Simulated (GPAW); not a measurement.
## Mo: optical spectrum from first principles

Aim: the dielectric function of Mo, and the optical constants that follow from it.

Main program and level: GPAW 26.7.0; DFT, PBE, plane-wave PAW (GPAW data sets), scalar-relativistic, RPA, optical limit.

### 1. The starting structure

It takes space group Im-3m (No. 229, cubic). The conventional cell has a = 3.147 Å, b = 3.147 Å, c = 3.147 Å, α = 90.00°, β = 90.00°, γ = 90.00°. Nearest to Mo lie 8 Mo at 2.73 Å.

### 2. Ground state

First the ground state: is it a metal or has it a gap?

This step: DFT, PBE, plane-wave PAW (GPAW data sets), scalar-relativistic, ground state (GPAW 26.7.0).

The input, gs.py:

```python
from ase import Atoms
from ase.dft.bandgap import bandgap
from gpaw import GPAW, PW, FermiDirac

atoms = Atoms(['Mo'],
              cell=[[-1.573415000000, 1.573415000000, 1.573415000000],
                    [1.573415000000, -1.573415000000, 1.573415000000],
                    [1.573415000000, 1.573415000000, -1.573415000000]],
              scaled_positions=[[0.000000000000, 0.000000000000, 0.000000000000]],
              pbc=[True, True, True])
atoms.calc = GPAW(mode=PW(500), xc='PBE', kpts={'size': (12, 12, 12), 'gamma': True},
                  occupations=FermiDirac(0.05), maxiter=150, txt='gs.txt')
print('energy (eV)', atoms.get_potential_energy())
print('Fermi level (eV)', atoms.calc.get_fermi_level())
print('valence electrons', atoms.calc.get_number_of_electrons())
print('gap (eV)', bandgap(atoms.calc, output=None)[0])
print('direct gap (eV)', bandgap(atoms.calc, direct=True, output=None)[0])
atoms.calc.write('gs.gpw')
```

Launch:

```sh
$ OMP_NUM_THREADS=1 python gs.py
```

Numbers of over 12 decimals in the logs are rounded to 6 here.

Output:

```text
__  _  _
 | _ |_)|_||  |
 |__||  | ||/\| - 26.7.0

Versions:
  Python: 3.12.14
  ASE:    3.29.0
  Numpy:  2.5.5
  Scipy:  1.18.1
  Libxc:  7.0.0

Input parameters:
  mode=PW(ecut=500.0),
  kpts=MonkhorstPack(size=(12, 12, 12), gamma=True),
  maxiter=150,
  occupations=Occupations(name='fermi-dirac', width=0.05, fixmagmom=False),
  xc=XC(name='PBE')

Diagonalizing LCAO Hamiltonian
Converting LCAO to pw mode

       Mo

Atoms  # Å, Bohr magnetons
|   | symbol |        x |        y |        z |    initial magnetic moments |
| 0 |     Mo | 0.000000 | 0.000000 | 0.000000 | ( 0.0000,  0.0000,  0.0000) |

Unit cell  # Å
| periodic |         x |         y |         z |  lengths |     angles |
|      yes | -1.573415 |  1.573415 |  1.573415 | 2.725235 | 109.471221 |
|      yes |  1.573415 | -1.573415 |  1.573415 | 2.725235 | 109.471221 |
|      yes |  1.573415 |  1.573415 | -1.573415 | 2.725235 | 109.471221 |

Number of symmetries: 48
Symmetry operations  # r_c * U_cc + t_c -> r_c
|    | kind |            matrix            |
|  0 |  σ   |  1, 1, 1,  0, 0,-1,  0,-1, 0 |
|  1 |  C4  |  1, 1, 1,  0, 0,-1, -1, 0, 0 |
|  2 |  C2  |  1, 1, 1,  0,-1, 0,  0, 0,-1 |
|  3 |  S6  |  1, 1, 1,  0,-1, 0, -1, 0, 0 |
|  4 |  S6  |  1, 1, 1, -1, 0, 0,  0, 0,-1 |
|  5 |  C4  |  1, 1, 1, -1, 0, 0,  0,-1, 0 |
|  6 |  E   |  1, 0, 0,  0, 1, 0,  0, 0, 1 |
|  7 |  σ   |  1, 0, 0,  0, 1, 0, -1,-1,-1 |
|  8 |  σ   |  1, 0, 0,  0, 0, 1,  0, 1, 0 |
|  9 |  C3  |  1, 0, 0,  0, 0, 1, -1,-1,-1 |
| 10 |  C3  |  1, 0, 0, -1,-1,-1,  0, 1, 0 |
| 11 |  σ   |  1, 0, 0, -1,-1,-1,  0, 0, 1 |
| 12 |  σ   |  0, 1, 0,  1, 0, 0,  0, 0, 1 |
| 13 |  C2  |  0, 1, 0,  1, 0, 0, -1,-1,-1 |
| 14 |  C3  |  0, 1, 0,  0, 0, 1,  1, 0, 0 |
| 15 |  S4  |  0, 1, 0,  0, 0, 1, -1,-1,-1 |
| 16 |  S4  |  0, 1, 0, -1,-1,-1,  1, 0, 0 |
| 17 |  C3  |  0, 1, 0, -1,-1,-1,  0, 0, 1 |
| 18 |  C3  |  0, 0, 1,  1, 0, 0,  0, 1, 0 |
| 19 |  S4  |  0, 0, 1,  1, 0, 0, -1,-1,-1 |
| 20 |  σ   |  0, 0, 1,  0, 1, 0,  1, 0, 0 |
| 21 |  C3  |  0, 0, 1,  0, 1, 0, -1,-1,-1 |
| 22 |  C2  |  0, 0, 1, -1,-1,-1,  1, 0, 0 |
| 23 |  S4  |  0, 0, 1, -1,-1,-1,  0, 1, 0 |
| 24 |  C4  |  0, 0,-1,  1, 1, 1,  0,-1, 0 |
| 25 |  σ   |  0, 0,-1,  1, 1, 1, -1, 0, 0 |
| 26 |  S6  |  0, 0,-1,  0,-1, 0,  1, 1, 1 |
| 27 |  C2  |  0, 0,-1,  0,-1, 0, -1, 0, 0 |
| 28 |  C4  |  0, 0,-1, -1, 0, 0,  1, 1, 1 |
| 29 |  S6  |  0, 0,-1, -1, 0, 0,  0,-1, 0 |
| 30 |  S6  |  0,-1, 0,  1, 1, 1,  0, 0,-1 |
| 31 |  C4  |  0,-1, 0,  1, 1, 1, -1, 0, 0 |
| 32 |  C4  |  0,-1, 0,  0, 0,-1,  1, 1, 1 |
| 33 |  S6  |  0,-1, 0,  0, 0,-1, -1, 0, 0 |
| 34 |  σ   |  0,-1, 0, -1, 0, 0,  1, 1, 1 |
| 35 |  C2  |  0,-1, 0, -1, 0, 0,  0, 0,-1 |
| 36 |  C2  | -1, 0, 0,  1, 1, 1,  0, 0,-1 |
| 37 |  S6  | -1, 0, 0,  1, 1, 1,  0,-1, 0 |
| 38 |  S6  | -1, 0, 0,  0, 0,-1,  1, 1, 1 |
| 39 |  C2  | -1, 0, 0,  0, 0,-1,  0,-1, 0 |
| 40 |  C2  | -1, 0, 0,  0,-1, 0,  1, 1, 1 |
| 41 |  i   | -1, 0, 0,  0,-1, 0,  0, 0,-1 |
| 42 |  S4  | -1,-1,-1,  1, 0, 0,  0, 1, 0 |
| 43 |  C3  | -1,-1,-1,  1, 0, 0,  0, 0, 1 |
| 44 |  C3  | -1,-1,-1,  0, 1, 0,  1, 0, 0 |
| 45 |  σ   | -1,-1,-1,  0, 1, 0,  0, 0, 1 |
| 46 |  S4  | -1,-1,-1,  0, 0, 1,  1, 0, 0 |
| 47 |  C2  | -1,-1,-1,  0, 0, 1,  0, 1, 0 |

BZ-sampling:
  Number of BZ points: 1728
  Number of IBZ points: 72

  Monkhorst-Pack size: [12, 12, 12]
  Monkhorst-Pack shift: [0.041667, 0.041667, 0.041667]

K-points  # in reciprocal-cell coordinates
|     |                                coordinates |     weight |
|   0 | ( -0.00000000,  -0.00000000,  -0.00000000) | 0.00057870 |
|   1 | (  0.08333333,  -0.00000000,  -0.00000000) | 0.00694444 |
|   2 | (  0.08333333,   0.08333333,  -0.08333333) | 0.00347222 |
|   3 | (  0.16666667,  -0.00000000,  -0.08333333) | 0.01388889 |
|   4 | (  0.16666667,  -0.00000000,  -0.00000000) | 0.00694444 |
|   5 | (  0.16666667,   0.08333333,  -0.08333333) | 0.01388889 |
|   6 | (  0.16666667,   0.16666667,  -0.16666667) | 0.00347222 |
|   7 | (  0.25000000,  -0.08333333,  -0.08333333) | 0.00462963 |
|   8 | (  0.25000000,  -0.00000000,  -0.08333333) | 0.02777778 |
|   9 | (  0.25000000,  -0.00000000,  -0.00000000) | 0.00694444 |
| ... |                                            |            |
|  71 | (  0.50000000,   0.50000000,   0.50000000) | 0.00057870 |

Plane wave coefficients: 420
Cutoff: 500.0 eV

Spin-components: 1 (collinear spins)
Bands:           13
Projectors:      6
Spin-degeneracy: 2
Datatype:        complex128

Parallelization:
  kpt:    1
  domain: 1
  band:   1

Density:
  Valence electrons: 14.0
  Components: 1
  Grid points: [15 15 15]
  Charge: 0.0  # |e|

Potential:
  Grid points: [15 15 15]

species:
  Mo:
    name:    Molybdenum
    id:
    Z:       42.0
    valence: 14
    core:    28
    charge:  0.0  # [|e|]
    compensation charges:
      type: gauss
      rc: 0.38  # [Å]
      lmax: 2
    cutoffs:
      filter: 2.16  # [Å]
      core: 1.42  # [Å]
    projectors
    | kind |    occ | energy [eV] | rcut [Å] |
    |   4s |  2.000 |     -64.307 |    1.238 |
    |   5s |  1.000 |      -4.084 |    1.238 |
    |   4p |  6.000 |     -38.491 |    1.296 |
    |   5p |  0.000 |      -1.044 |    1.296 |
    |   4d |  5.000 |      -3.754 |    1.296 |
    |    d |        |      23.458 |    1.296 |

    Using partial waves for Mo as LCAO basis

Reference energy: -110134.072632  # eV

eigensolver:
  PPCG
  Converge bands: occupied
  niter=2

density mixing:
  MSR1-Mixer
  Pratt-step length: 0.05
  Maximum mixing coefficient: 0.75
  Old densities: 10
  SVD Regularization: 0.005
  Good broyden scale: 1.0
  Trust region scale: 1.0
  Backstep threshold: 4.0
  History deletion threshold: 6.0
  Fourier metric: weight=20.0, sigma=0.015

occupation numbers:
  Fermi-Dirac:
    width: 0.0500  # eV

poisson solver:
  ecut: 4000.0  # eV

xc functional:
  name: PBE with 2 nearest neighbor stencil

convergence criteria:
- Maximum [total energy] change in last 3 cyles: 0.0005 eV / valence electron
- Maximum integral of absolute [dens]ity change: 0.0001 electrons / valence electron
- Maximum integral of absolute [eigenst]ate change: 4e-08 eV^2 / valence electron
maximum number of iterations: 150

SCF iterations
|iter     |      energy | eigst |  dens |
|iter:   1||  -12.146948 | +0.38 |       |
|iter:   2||  -11.989036 | -1.99 | -1.00 |
|iter:   3||  -11.273085 | -1.13 | -1.04 |
|iter:   4||  -11.271364 | -2.64 | -1.85 |
|iter:   5||  -11.272312c| -3.83 | -2.16 |
|iter:   6||  -11.272316c| -5.75 | -3.54 |
|iter:   7||  -11.272317c| -6.80 | -3.94 |
|iter:   8||  -11.272317c| -8.08c| -5.22c|

Converged in 8 steps
SCF loop duration: 4.740 s (0.592 s/step)
Energy contributions relative to reference atoms: (reference = -110134.072632)

Energy contributions:
  Kinetic:         -11.817630
  Coulomb:           6.396865
  Zero:             -0.257213
  External:          0.000000
  Xc:               -5.593117
  Entropy:          -0.002444
  Spinorbit:         0.000000
  ----------------------------
  Free energy:     -11.273539
  Extrapolated:    -11.272317

dipole moment: (-5.886504, -5.886504, -5.886504)  # |e|*Ang

Fermi level: 13.529
Eigenvalues  # (at kpt = [-0.000, -0.000, -0.000])
| band index |      eig [eV] | occ [0-2] |
|          0 |       -47.746 |     2.000 |
|          1 |       -21.050 |     2.000 |
|          2 |       -21.050 |     2.000 |
|          3 |       -21.050 |     2.000 |
|          4 |         6.402 |     2.000 |
|          5 |        12.232 |     2.000 |
|          6 |        12.232 |     2.000 |
|          7 |        12.232 |     2.000 |
|          8 |        15.210 |     0.000 |
|          9 |        15.210 |     0.000 |
|         10 |        28.730 |     0.000 |
|         11 |        39.789 |     0.000 |
|         12 |        39.789 |     0.000 |

No gap
No difference between direct/indirect transitions

--- standard output ---
energy (eV) -11.272317
Fermi level (eV) 13.528611
valence electrons 14.0
gap (eV) 0.0
direct gap (eV) 0.0
```

Elapsed: 6.5 s, on 1 thread of Arm Neoverse V2, shared host; peak memory 0.13 GiB.

Numbers from this step:

- energy: -11.27 eV
- Fermi energy: 13.53 eV
- electrons: 14

There are states at the Fermi level within the smearing, so the occupations stay smeared and the carriers get a Drude term.

### 3. Bands for the response

At the fixed density, many empty bands are solved on the mesh of the response, since the spectrum sums over them.

This step: DFT, PBE, plane-wave PAW (GPAW data sets), scalar-relativistic, bands at fixed density (GPAW 26.7.0).

The input, nscf.py:

```python
from ase.dft.bandgap import bandgap
from gpaw import GPAW, FermiDirac

calc = GPAW('gs.gpw').fixed_density(kpts={'size': (21, 21, 21), 'gamma': True}, nbands=29, convergence={'bands': 23},
                                    occupations=FermiDirac(0.05), txt='nscf.txt')
print('gap (eV)', bandgap(calc, output=None)[0])
print('direct gap (eV)', bandgap(calc, direct=True, output=None)[0])
print('top band over the Fermi level (eV)', min(calc.get_eigenvalues(kpt=k)[22] for k in range(len(calc.get_ibz_k_points()))) - calc.get_fermi_level())
calc.write('full.gpw', mode='all')
```

Launch:

```sh
$ OMP_NUM_THREADS=1 python nscf.py
```

Output:

```text
Diagonalizing LCAO Hamiltonian
Converting LCAO to pw mode
convergence criteria:
- Maximum integral of absolute [eigenst]ate change: 4e-08 eV^2 / valence electron
maximum number of iterations: 150

SCF iterations
|iter     |      energy | eigst |  dens |
|iter:   1||             | +3.21 |       |
|iter:   2||             | +1.09 |       |
|iter:   3||             | -1.25 |       |
|iter:   4||             | -3.04 |       |
|iter:   5||             | -5.09 |       |
|iter:   6||             | -6.55 |       |
|iter:   7||             | -7.86c|       |
SCF steps: 7
  __  _  _
 | _ |_)|_||  |
 |__||  | ||/\| - 26.7.0

Versions:
  Python: 3.12.14
  ASE:    3.29.0
  Numpy:  2.5.5
  Scipy:  1.18.1
  Libxc:  7.0.0

Input parameters:
  mode=PW(ecut=500.0),
  convergence={'bands': 23},
  gpts=array([15, 15, 15]),
  kpts=MonkhorstPack(size=(21, 21, 21), gamma=True),
  maxiter=150,
  nbands=29,
  occupations=Occupations(name='fermi-dirac', width=0.05, fixmagmom=False),
  parallel={},
  xc=XC(name='PBE')

--- standard output ---
gap (eV) 0.0
direct gap (eV) 0.0
top band over the Fermi level (eV) 42.432102
```

The job ended after 37 s (1 thread; peak memory 0.2 GiB).

### 4. Dielectric function, RPA

Transitions between filled and empty bands, summed over the zone, give the optical response, so mesh, band count and broadening shape it.

The induced potential is part of this response.

This step: DFT, PBE, plane-wave PAW (GPAW data sets), scalar-relativistic, RPA, optical limit (GPAW 26.7.0).

The input, df.py:

```python
from gpaw.response.df import DielectricFunction

df = DielectricFunction('full.gpw', frequencies={'type': 'nonlinear', 'domega0': 0.03, 'omega2': 8},
                        ecut=60,
                        eta=0.2,
                        nbands=23,
                        rate=0.05,
                        txt='df.txt')
for direction in ['x']:
    df.get_dielectric_function(xc='RPA', direction=direction, filename=f'df_{direction}.csv')
```

Launch:

```sh
$ OMP_NUM_THREADS=1 python df.py
```

Output:

```text
Using integrator: PointIntegrator
NonLinearFrequencyDescriptor(from 0.000 to 113.258 eV, 551 points)
Nonperiodic BCs:  [False False False]
Using integrator: PointIntegrator
NonLinearFrequencyDescriptor(from 0.000 to 113.258 eV, 551 points)
Nonperiodic BCs:  [False False False]
Using integrator: PointIntegrator

Calculating chi0 body with:
    Ground state adapter containing:
    Number of spins: 1
    Number of kpoints: 9261
    Number of irreducible kpoints: 286
    Number of completely occupied states: 6
    Number of partially occupied states: 9

    Linear response parametrization:
    q_c: [0.0, 0.0, 0.0]
    Number of frequency points: 551
    Planewave cutoff: 60.0
    Number of bands: 23
    Number of planewaves: 13
    Broadening (eta): 0.2

Integrating chi0 body.

Symmetries of q_c:
    Direct symmetries (Uq -> q): 48
    Indirect symmetries (TUq -> q): 0
In total 48 allowed symmetries.

286 groups of equivalent kpoints. 96.911781% reduction.

Integral kind: spectral function

Calculating chi0 optical extensions with:
    Ground state adapter containing:
    Number of spins: 1
    Number of kpoints: 9261
    Number of irreducible kpoints: 286
    Number of completely occupied states: 6
    Number of partially occupied states: 9

    Linear response parametrization:
    Number of frequency points: 551
    Planewave cutoff: 60.0
    Number of bands: 23
    Number of planewaves: 13
    Broadening (eta): 0.2
Integrating chi0 head and wings.

Symmetries of q_c:
    Direct symmetries (Uq -> q): 48
    Indirect symmetries (TUq -> q): 0
In total 48 allowed symmetries.

286 groups of equivalent kpoints. 96.911781% reduction.

Integral kind: spectral function wings

Calculating drude chi0 with:
    Number of frequency points:551
    Plasma frequency decay rate: 0.05 eV

    Ground state adapter containing:
    Number of spins: 1
    Number of kpoints: 9261
    Number of irreducible kpoints: 286
    Number of completely occupied states: 6
    Number of partially occupied states: 9

Symmetries of q_c:
    Direct symmetries (Uq -> q): 48
    Indirect symmetries (TUq -> q): 0
In total 48 allowed symmetries.

286 groups of equivalent kpoints. 96.911781% reduction.

Integral kind: intraband
Plasma frequency:
[[7.43+0.j 0.  +0.j 0.  -0.j]
 [0.  +0.j 7.43+0.j 0.  -0.j]
 [0.  -0.j 0.  +0.j 7.43+0.j]]
```

Wall time 10 s (1 thread); peak memory 0.19 GiB.

This step gave:

| Property | Result |
| --- | --- |
| centre of weight of the strongest loss peak in the window | 23.55 eV |

Sum at mesh points, not converged in k. The Im ε, E ∥ x by photon energy; read off at these points:

| photon energy (eV) | Im ε, E ∥ x |
| --- | --- |
| 1.0 | 17.8 |
| 2.0 | 24.1 |
| 2.3 | 26.1 |
| 3.0 | 21.2 |
| 4.0 | 23.2 |
| 4.2 | 23.6 |
| 5.0 | 12.9 |
| 6.0 | 6.14 |
| 7.0 | 3.81 |
| 8.0 | 2.23 |
| 9.0 | 1.18 |
| 10.0 | 0.867 |
| 11.0 | 1.08 |
| 12.0 | 2.57 |
| 13.0 | 2.28 |
| 14.0 | 2.01 |
| 15.0 | 1.63 |
| 16.0 | 1.88 |
| 17.0 | 2.04 |
| 18.0 | 1.68 |
| 19.0 | 0.800 |
| 20.0 | 0.520 |
| 21.0 | 0.491 |
| 22.0 | 0.407 |
| 23.0 | 0.366 |
| 24.0 | 0.202 |
| 25.0 | 0.176 |
| 26.0 | 0.166 |
| 27.0 | 0.143 |
| 28.0 | 0.137 |
| 29.0 | 0.0893 |
| 30.0 | 0.0972 |
| 31.0 | 0.107 |
| 32.0 | 0.107 |
| 33.0 | 0.0738 |
| 34.0 | 0.0874 |
| 35.0 | 0.177 |
| 36.0 | 0.371 |

(Continued in part 2 of 2.)

[Machine, clock and banner lines and Python warnings are left out of the logs.]

[Logs are printed without paths, hosts, clocks, repeated set-up lines and the standing remarks that a program may print on its own settings, such as how far it seeks lower states.]

[Hosts, paths, dates, database ids (printed as entryN), source tags and the programs' standing remarks are cut or masked in the printed files.]
